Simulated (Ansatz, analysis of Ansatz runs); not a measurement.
# Charge-transition level of the Fe on the Ga site in GaP (PBE+U), part 2 of 2

How near does this set-up come to the measured charge-transition level? Subject: Fe on the Ga site in GaP. Set-up: PBE+U, 64-site cell, PBE lattice, 420 eV, k: the single point 1/4 1/4 1/4 then 2x2x2 shifted 0.5 0.5 0.5, U 3 eV on Fe d. The model is a cell of 64 host atoms with 1 Ga taken out and 1 Fe put in. The level is the Fermi energy at which two charge states have equal formation energy, after a correction for the images of the charge. A Hubbard U on the impurity's d shell is the cheap way to lessen its self-interaction.

Ansatz 0.2.0; PBE+U, 64-site cell, PBE lattice, 420 eV, k: the single point 1/4 1/4 1/4 then 2x2x2 shifted 0.5 0.5 0.5, U 3 eV on Fe d.

So far: Starting point; Relaxation, charge 0.

## (3) Relaxation, charge −1

Level of this step: plane-wave PAW DFT, PBE+U; relaxation of all atoms of a defect supercell (Ansatz).

The input displaces the atoms at random before the relaxation, so that it can leave a symmetric saddle if there is one.

The input, relax1/input.yaml:

```yaml
relax:
  f_tol: 0.02
  max_steps: 80
  random_displacement: { amplitude: 0.05, seed: 557 }
crystal:
  lattice:
    - [11.01025696, 0.0, 0.0]
    - [0.0, 0.0, -11.01025696]
    - [0.0, 11.01025696, 0.0]
  atoms:
    - { symbol: Ga, position: [0.0, 0.0, 0.0] }
    - { symbol: Ga, position: [0.0, 0.25, 0.25] }
[... 9 atom lines left out ...]
    - { symbol: Ga, position: [0.25, 0.25, 0.5] }
[... 3 atom lines left out ...]
    - { symbol: P, position: [0.375, 0.375, 0.625] }
[... 2 atom lines left out ...]
    - { symbol: Ga, position: [0.25, 0.5, 0.25] }
[... 3 atom lines left out ...]
    - { symbol: P, position: [0.375, 0.625, 0.375] }
[... 4 atom lines left out ...]
    - { symbol: Ga, position: [0.25, 0.75, 0.5] }
[... 5 atom lines left out ...]
    - { symbol: Ga, position: [0.5, 0.25, 0.25] }
[... 3 atom lines left out ...]
    - { symbol: P, position: [0.625, 0.375, 0.375] }
[... 11 atom lines left out ...]
    - { symbol: Ga, position: [0.5, 0.75, 0.25] }
[... 6 atom lines left out ...]
    - { symbol: Fe, position: [0.5, 0.5, 0.5], spin: 4.0 }
    - { symbol: Ga, position: [0.5, 0.75, 0.75] }
[... 1 atom line left out ...]
    - { symbol: Ga, position: [0.75, 0.75, 0.5] }
    - { symbol: P, position: [0.625, 0.625, 0.625] }
[... 2 atom lines left out ...]
    - { symbol: P, position: [0.875, 0.875, 0.625] }
  host:
    repeats: [2, 2, 2]
    atoms:
      - { symbol: Ga, position: [0.0, 0.0, 0.0] }
      - { symbol: Ga, position: [0.0, 0.5, 0.5] }
      # ... 6 more atoms of the perfect host
total_charge: -1
basis:
  ecutwfc: 420
  xc_grid: 2
hamiltonian:
  xc: pbe
  hubbard: { sites: [{ species: Fe, l: d, u_eff: 3.0 }] }
kpoints:
  mp_grid: { grid: [1, 1, 1], shift: [0.25, 0.25, 0.25] }
magnetization:
  spin_polarized: true
  initial_magnetization: 4
  spin_locking: { lock_magnetization: hard }
scf:
  occupations: { method: fermi_dirac, width: 0.01 }
  max_iter: 120
output:
  forces: true
  charged_corrections:
    epsilon: 10.62
    static_epsilon: 12.85
    defect_position: [0.5, 0.5, 0.5]
checkpoint:
  write: "../relax1.run"
  compress: false
  write_wavefunctions: true
  write_every: 100000
```

Launch:

```sh
$ ansatz run input.yaml --threads 4 --pin off --max-ram 14131MiB --backend cpu --events-out ev --progress --plain --runs-dir out
```

Numbers of over 12 decimals in the logs are rounded to 6 here.

Output:

```text
[...]
Crystal: 64 atoms, lattice volume = 1334.727 Å³
Basis set: ecut = 420 eV, 26001 PW (Γ), exchange–correlation on 150×150×150 points (8 copies of the dense FFT grid, shifted against one another)
Bands: 356, of which v1, the nominal top of the filled ones, is band 290 counted from 1 (289 counted from 0)
Symmetry: 1 space group operations
k-points: 1
[...]
Starting moments: Σ|m| = 4 μB on 1 of 64 sites
[...]
SCF iter   1: F=—  HF=-145960.402078 eV  |F-HF|=—  |Δ(HF+E_count)|=         —  Δρ=2.25e-2 (↑2.24e-2 ↓2.25e-2)  dr2=3.39e1  dr2_m=1.16e-1  M=4.000 μB ∫|m|=4.096 μB  β_m=0.30  ethr=3.10e-3  ⟨swp⟩=7.5  Hψ=2900  notcnv=0
[...]
spin=Collinear: Kerker preconditioning applied to the charge; magnetization (m = ρ↑ − ρ↓) channel mixes plain (no charge-response kernel on spin).
[...]
atoms:
    - { symbol: Ga, position: [-6.991472598583527e-5, 0.000311, -0.000369] }
    - { symbol: Ga, position: [0.000422, 0.250853, 0.250331] }
[...]
- { symbol: Ga, position: [0.251421, 0.251800, 0.502112] }
[...]
- { symbol: P, position: [0.375596, 0.376061, 0.625729] }
[...]
- { symbol: Ga, position: [0.250562, 0.502986, 0.249957] }
[...]
- { symbol: P, position: [0.375115, 0.624962, 0.374193] }
[...]
- { symbol: Ga, position: [0.250869, 0.749240, 0.497852] }
[...]
- { symbol: P, position: [0.624352, 0.375906, 0.374463] }
    [... 3 atoms left out ...]
    - { symbol: Ga, position: [0.497856, 0.250891, 0.749518] }
    [... 1 atom left out ...]
    - { symbol: Ga, position: [0.748640, 0.251468, 0.497848] }
    [... 12 atoms left out ...]
    - { symbol: Fe, position: [0.498355, 0.499401, 0.498591] }
    [... 3 atoms left out ...]
    - { symbol: P, position: [0.623148, 0.623525, 0.623769] }
    [... 67 atoms left out ...]
[key lines of the parts left out:]
SCF converged after 15 iterations
Magnetization: 4.0000 μB (292.0000 up, 288.0000 down)
Free energy (F): -145953.273652 eV
Fermi energy:    7.508556 (↑ 7.585329, ↓ 7.386596) eV
```

The job ended after 12 min (4 threads of Arm Neoverse V1, shared host; peak memory 4.7 GiB; 48 min of CPU time).

Relaxation path:

| step | energy less that of the first step (eV) | largest force component (eV/Å) |
| --- | --- | --- |
| 1 | 0.0000 | 0.9000 |
| 2 | -0.7569 | 0.2683 |
| 3 | -0.8602 | 0.0351 |
| 4 | -0.8614 | 0.0188 |

The atoms that moved most (Å, from the sites as typed, ahead of the random displacement, the mean shift of all atoms taken out):

| atom | dx | dy | dz | length |
| --- | --- | --- | --- | --- |
| Ga12 | 0.018 | 0.028 | -0.017 | 0.038 |
| Ga60 | -0.017 | 0.024 | 0.019 | 0.035 |
| Ga34 | 0.033 | 0.006 | -0.009 | 0.034 |
| Ga58 | 0.029 | -0.010 | 0.013 | 0.033 |
| Ga59 | -0.012 | -0.011 | -0.028 | 0.033 |
| Ga19 | 0.009 | 0.004 | -0.030 | 0.032 |
| P61 | -0.018 | -0.009 | 0.019 | 0.027 |
| Ga44 | -0.013 | -0.019 | -0.014 | 0.027 |

Neighbours of Fe57 at the end:

| atom | distance (Å) |
| --- | --- |
| P23 | 2.372 |
| P16 | 2.373 |
| P38 | 2.375 |
| P61 | 2.378 |
| Ga12 | 3.850 |
| Ga19 | 3.865 |
| Ga34 | 3.868 |
| Ga28 | 3.872 |
| Ga44 | 3.879 |
| Ga50 | 3.883 |
| Ga27 | 3.884 |
| Ga60 | 3.885 |
| Ga51 | 3.888 |
| Ga42 | 3.888 |
| Ga58 | 3.891 |
| Ga59 | 3.895 |

This step gave:

- free energy: -145953.2737 eV
- total moment: 4 μB
- integral of the absolute spin density: 4.134 μB
- spin contamination: 0.03533

The relaxation ends 13 meV an atom lower than the displaced start, with a largest force component of 0.019 eV/Å.

## (4) Single point, charge 0

The relaxed structure is kept, and the final numbers are taken at the final level and k-points.

This step: plane-wave PAW DFT, PBE+U; single point of a defect supercell.

The input, point0/input.yaml:

```yaml
crystal:
  lattice:
    - [11.01025696, 0.0, 0.0]
    - [0.0, 0.0, -11.01025696]
    - [0.0, 11.01025696, 0.0]
  atoms:
    - { symbol: Ga, position: [-8.7483e-05, 0.000333278, -0.000285419] }
    - { symbol: Ga, position: [0.000267038, 0.250503394, 0.249916132] }
[... 13 atom lines left out ...]
    - { symbol: P, position: [0.374981137, 0.375482624, 0.624282065] }
[... 6 atom lines left out ...]
    - { symbol: P, position: [0.375070776, 0.624944141, 0.374865827] }
[... 3 atom lines left out ...]
    - { symbol: Ga, position: [0.250041923, 0.500614346, 0.749608728] }
[... 10 atom lines left out ...]
    - { symbol: P, position: [0.624478963, 0.375472881, 0.374774538] }
[... 3 atom lines left out ...]
    - { symbol: Ga, position: [0.500099731, 0.250529268, 0.749574789] }
[... 1 atom line left out ...]
    - { symbol: Ga, position: [0.749773951, 0.250532617, 0.499903748] }
[... 6 atom lines left out ...]
    - { symbol: Ga, position: [0.749797983, 0.500622483, 0.249839403] }
[... 5 atom lines left out ...]
    - { symbol: Fe, position: [0.498909301, 0.499200754, 0.498668324], spin: 5.0 }
    - { symbol: Ga, position: [0.500851781, 0.749650372, 0.748973957] }
    - { symbol: Ga, position: [0.749150678, 0.501413677, 0.748945853] }
    - { symbol: Ga, position: [0.749175427, 0.749654761, 0.500646101] }
    - { symbol: P, position: [0.622466082, 0.622995586, 0.622264167] }
[... 2 atom lines left out ...]
    - { symbol: P, position: [0.874538138, 0.874953924, 0.624574035] }
  host:
    repeats: [2, 2, 2]
    atoms:
      - { symbol: Ga, position: [0.0, 0.0, 0.0] }
      - { symbol: Ga, position: [0.0, 0.5, 0.5] }
      # ... 6 more atoms of the perfect host
basis:
  ecutwfc: 420
  xc_grid: 2
hamiltonian:
  xc: pbe
  hubbard: { sites: [{ species: Fe, l: d, u_eff: 3.0 }] }
kpoints:
  mp_grid: { grid: [2, 2, 2], shift: [0.5, 0.5, 0.5] }
magnetization:
  spin_polarized: true
  initial_magnetization: 5
  spin_locking: { lock_magnetization: hard }
scf:
  occupations: { method: fermi_dirac, width: 0.01 }
  max_iter: 120
output:
  forces: true
  charged_corrections:
    epsilon: 10.62
    static_epsilon: 12.85
    defect_position: [0.5, 0.5, 0.5]
  eigenvalues: true
checkpoint:
  read: "../relax0.run"
  write: "../point0.run"
  compress: false
  write_wavefunctions: true
  write_every: 100000
```

Output:

```text
[...]
Crystal: 64 atoms, lattice volume = 1334.727 Å³
Basis set: ecut = 420 eV, 26001 PW (Γ), exchange–correlation on 150×150×150 points (8 copies of the dense FFT grid, shifted against one another)
Bands: 356, of which v1, the nominal top of the filled ones, is band 290 counted from 1 (289 counted from 0)
Symmetry: 1 space group operations
[...]
k-points: 4 of 8 (time reversal used)
[...]
Starting moments: Σ|m| = 5 μB on 1 of 64 sites; this step starts from the density that it was given
[...]
SCF iter  11: F=-145960.058507 eV  HF=-145960.058507 eV  |F-HF|=4.76e-8  |Δ(HF+E_count)|=   2.83e-8  Δρ=1.58e-6 (↑4.57e-7 ↓1.58e-6)  dr2=5.86e-8  dr2_m=4.52e-9  M=5.000 μB ∫|m|=5.033 μB  ethr=1.73e-11  ⟨swp⟩=8.0  Hψ=10822  notcnv=0
SCF 1 converged in 11 iterations: F = -145960.058507 eV  dr2 = 5.86e-8
[...]
--- Forces (eV/Å), atoms counted from 1 ---
  atom   1  Ga    -0.01335795    -0.01325374     0.01187313
  atom   2  Ga    -0.02444779    -0.01978631     0.01766798
  [... 13 atoms left out ...]
  atom  16  P      0.04806013    -0.02312053    -0.04677653
  [... 6 atoms left out ...]
  atom  23  P      0.05064381     0.05050110     0.02573607
  [... 14 atoms left out ...]
  atom  38  P     -0.02159288     0.04699536    -0.04635349
  [... 3 atoms left out ...]
  atom  42  Ga    -0.04718549    -0.00422949     0.03032735
  [... 1 atom left out ...]
  atom  44  Ga    -0.00452786    -0.04745362     0.03066218
  [... 12 atoms left out ...]
  atom  57  Fe    -0.04801751    -0.04465989     0.03855829
  atom  58  Ga    -0.07255495    -0.00779153     0.00726750
  atom  59  Ga    -0.00712850    -0.00672301     0.07685871
  atom  60  Ga    -0.00765552    -0.07193431     0.00695210
  atom  61  P      0.07329939     0.07279713    -0.07244755
  [... 3 atoms left out ...]
  max |Σ_I F_I| component: 1.35e-6 eV/Å
--- Band table (eV; the first three rows and the last of 8) ---
[...]
[... further k-points left out ...]
Occupation matrices written to <dir>
[key lines of the parts left out:]
SCF converged after 11 iterations
Magnetization: 5.0000 μB (292.0000 up, 287.0000 down)
Free energy (F): -145960.058507 eV
Fermi energy:    6.969596 (↑ 7.548038, ↓ 6.863260) eV
```

The job ended after 7.3 min (4 threads; peak memory 9.1 GiB; 28 min of CPU time).

Numbers from this step:

* free energy: -145960.0585 eV
* total moment: 5 μB
* integral of the absolute spin density: 5.034 μB
* spin contamination: 0.03151

## (5) Single point, charge −1

This step: plane-wave PAW DFT, PBE+U; single point of a defect supercell.

The input, point1/input.yaml:

```yaml
crystal:
  lattice:
    - [11.01025696, 0.0, 0.0]
    - [0.0, 0.0, -11.01025696]
    - [0.0, 11.01025696, 0.0]
  atoms:
    - { symbol: Ga, position: [-6.9915e-05, 0.000310804, -0.00036887] }
    - { symbol: Ga, position: [0.000422376, 0.250852693, 0.250331447] }
[... 9 atom lines left out ...]
    - { symbol: Ga, position: [0.251421397, 0.251799807, 0.502112116] }
[... 3 atom lines left out ...]
    - { symbol: P, position: [0.375595867, 0.376061298, 0.625729315] }
[... 6 atom lines left out ...]
    - { symbol: P, position: [0.37511454, 0.624961737, 0.374193295] }
[... 4 atom lines left out ...]
    - { symbol: Ga, position: [0.250868733, 0.749239514, 0.497852187] }
[... 9 atom lines left out ...]
    - { symbol: P, position: [0.624352126, 0.375905557, 0.374462522] }
[... 3 atom lines left out ...]
    - { symbol: Ga, position: [0.497855605, 0.25089121, 0.749517681] }
[... 1 atom line left out ...]
    - { symbol: Ga, position: [0.74863955, 0.251468108, 0.497848306] }
[... 12 atom lines left out ...]
    - { symbol: Fe, position: [0.498354933, 0.499401248, 0.498590825], spin: 4.0 }
    - { symbol: Ga, position: [0.502412089, 0.749028184, 0.748672214] }
    - { symbol: Ga, position: [0.748651074, 0.502766499, 0.748567364] }
    - { symbol: Ga, position: [0.748227689, 0.748513214, 0.501740614] }
    - { symbol: P, position: [0.623148185, 0.623524954, 0.623769379] }
[... 2 atom lines left out ...]
    - { symbol: P, position: [0.874516651, 0.874924499, 0.624126547] }
  host:
    repeats: [2, 2, 2]
    atoms:
      - { symbol: Ga, position: [0.0, 0.0, 0.0] }
      - { symbol: Ga, position: [0.0, 0.5, 0.5] }
      # ... 6 more atoms of the perfect host
total_charge: -1
basis:
  ecutwfc: 420
  xc_grid: 2
hamiltonian:
  xc: pbe
  hubbard: { sites: [{ species: Fe, l: d, u_eff: 3.0 }] }
kpoints:
  mp_grid: { grid: [2, 2, 2], shift: [0.5, 0.5, 0.5] }
magnetization:
  spin_polarized: true
  initial_magnetization: 4
  spin_locking: { lock_magnetization: hard }
scf:
  occupations: { method: fermi_dirac, width: 0.01 }
  max_iter: 120
output:
  forces: true
  charged_corrections:
    epsilon: 10.62
    static_epsilon: 12.85
    defect_position: [0.5, 0.5, 0.5]
  eigenvalues: true
checkpoint:
  read: "../relax1.run"
  write: "../point1.run"
  compress: false
  write_wavefunctions: true
  write_every: 100000
```

Output:

```text
[...]
Crystal: 64 atoms, lattice volume = 1334.727 Å³
Basis set: ecut = 420 eV, 26001 PW (Γ), exchange–correlation on 150×150×150 points (8 copies of the dense FFT grid, shifted against one another)
Bands: 356, of which v1, the nominal top of the filled ones, is band 290 counted from 1 (289 counted from 0)
Symmetry: 1 space group operations
[...]
k-points: 4 of 8 (time reversal used)
[...]
Stability of the state it starts from, as read at its close in the collinear treatment: not read negative (Ritz values of 1 − χ₀K, real part plus size of imaginary part, from 0.042 to 0.044, by its mixing steps under no symmetry); [...]
[...]
atom  23  P      0.01183800    -0.00929171    -0.00274484
  [... 14 atoms left out ...]
  atom  38  P     -0.00988973    -0.00809725    -0.00769114
  [... 5 atoms left out ...]
  atom  44  Ga    -0.00450927    -0.02271098     0.01522309
  [... 12 atoms left out ...]
  atom  57  Fe     0.03732570     0.01966825    -0.01524625
  atom  58  Ga    -0.03349626    -0.01329885     0.00900048
  atom  59  Ga    -0.00964607    -0.00622968     0.03269145
  atom  60  Ga    -0.01756779    -0.03793716     0.00951695
  atom  61  P      0.01256948     0.02233937    -0.01954617
  [... 3 atoms left out ...]
  max |Σ_I F_I| component: 2.56e-5 eV/Å
--- Charged-cell corrections in eV (Makov–Payne, q = -1.000 e, ε = 10.620 of the electrons, 12.850 with the ions) ---
[...]
E_corr1          = +0.174705  (monopole, q²α_M/2εL)
  F Makov-Payne    = n/a  (the rows are of the electrons' constant alone; ansatz place-levels tells what screens the charge)
[...]
--- Band table (eV; the first three rows and the last of 8) ---
[...]
[... further k-points left out ...]
Occupation matrices written to <dir>
[key lines of the parts left out:]
SCF converged after 11 iterations
Magnetization: 4.0000 μB (292.0000 up, 288.0000 down)
Free energy (F): -145953.272148 eV
Fermi energy:    7.504404 (↑ 7.587307, ↓ 7.380896) eV
```

It took 7.4 min on 4 threads; peak memory 9.1 GiB; 29 min of CPU time.

Read from the output:

* free energy: -145953.2721 eV
* total moment: 4 μB
* integral of the absolute spin density: 4.101 μB
* spin contamination: 0.03484

## (6) Charge-transition levels

A charged cell feels its images and has its own zero of potential; this step corrects both and places the level between the host's band edges.

This step: place-levels on PBE+U runs: charge-transition levels with image-charge correction and potential alignment at the atomic sites.

The input, levels.yaml:

```yaml
host:
  run: host.point.run
  levels_from: { run: edges.run }
states: [point0.run, point1.run]
geometry_from:
  point0.run: relax0.run
  point1.run: relax1.run
  host.point.run: host.relax.run
```

Launch:

```sh
$ ansatz place-levels levels.yaml -- --threads 4 --pin off --max-ram 14131MiB
```

Output:

```text
(0/-1) 0.194 eV above the valence edge, 1.388 eV under the conduction edge
  edges by pbe of host.levels_from (edges.run), its mesh sampled to repeats of 27.25 Å (the valence edge +0.221 eV and the conduction edge -0.126 eV from those of the host's own run), gap 1.582 eV; the host is sampled to repeats of 31.14 Å
  the defect's cells are sampled to repeats of 31.14 Å, like sampling
  charge 0: +0.000 eV for its dipole among its images, +0.000 omitted
  charge -1: -145953.1494 eV with its correction of +0.123 eV, at epsilon 12.85, aligned at sites: +0.0216 eV, mean over 35 atomic sites at or beyond 5.51 Å from the defect at [0.5000, 0.5000, 0.5000], with +0.000000 for the charge's moments and without [...]
  of states[1] (point1.run): how wide its charge is, is not read beside other atoms or cores, and a band state would take no correction. [...]
```

The job ended after 0.23 s (4 threads).

Read from the output:

```yaml
gap: 1.582 eV
```

## (7) Outcome

| Property | Result |
| --- | --- |
| static dielectric constant used | 12.8 |
| band gap of the host | 1.58 eV |
| (0/-1) level above the valence-band top | 0.19 eV |
| time of the whole chain | 39 min on 4 threads |

(0/-1) level above the valence-band top: computed 0.19 eV, measured 0.86 eV and 0.82 eV; 0.63 eV below the nearest measurement. The level is counted in a gap of 1.58 eV, and the correction is screened by a dielectric constant of 12.8 from a linear-response run on the host (PBE). Levels hang on the band edges, which semilocal functionals place too close together. The total moment is locked at the high-spin value, which doesn't force the spin onto the d shell; spin-orbit coupling, which lowers the gap of these hosts' heavier members, is left out. Limits: the total moment of each charge state is locked at an assumed value.

[Logs are printed without paths, hosts, clocks, repeated set-up lines and the standing remarks that a program may print on its own settings, such as how far it seeks lower states.]

[Hosts, paths, dates, database ids (printed as entryN), source tags and the programs' standing remarks are cut or masked in the printed files.]

[For some hosts the program warned that the k-mesh of the response run may be too coarse for force constants and the static dielectric constant; such warnings are not shown here.]
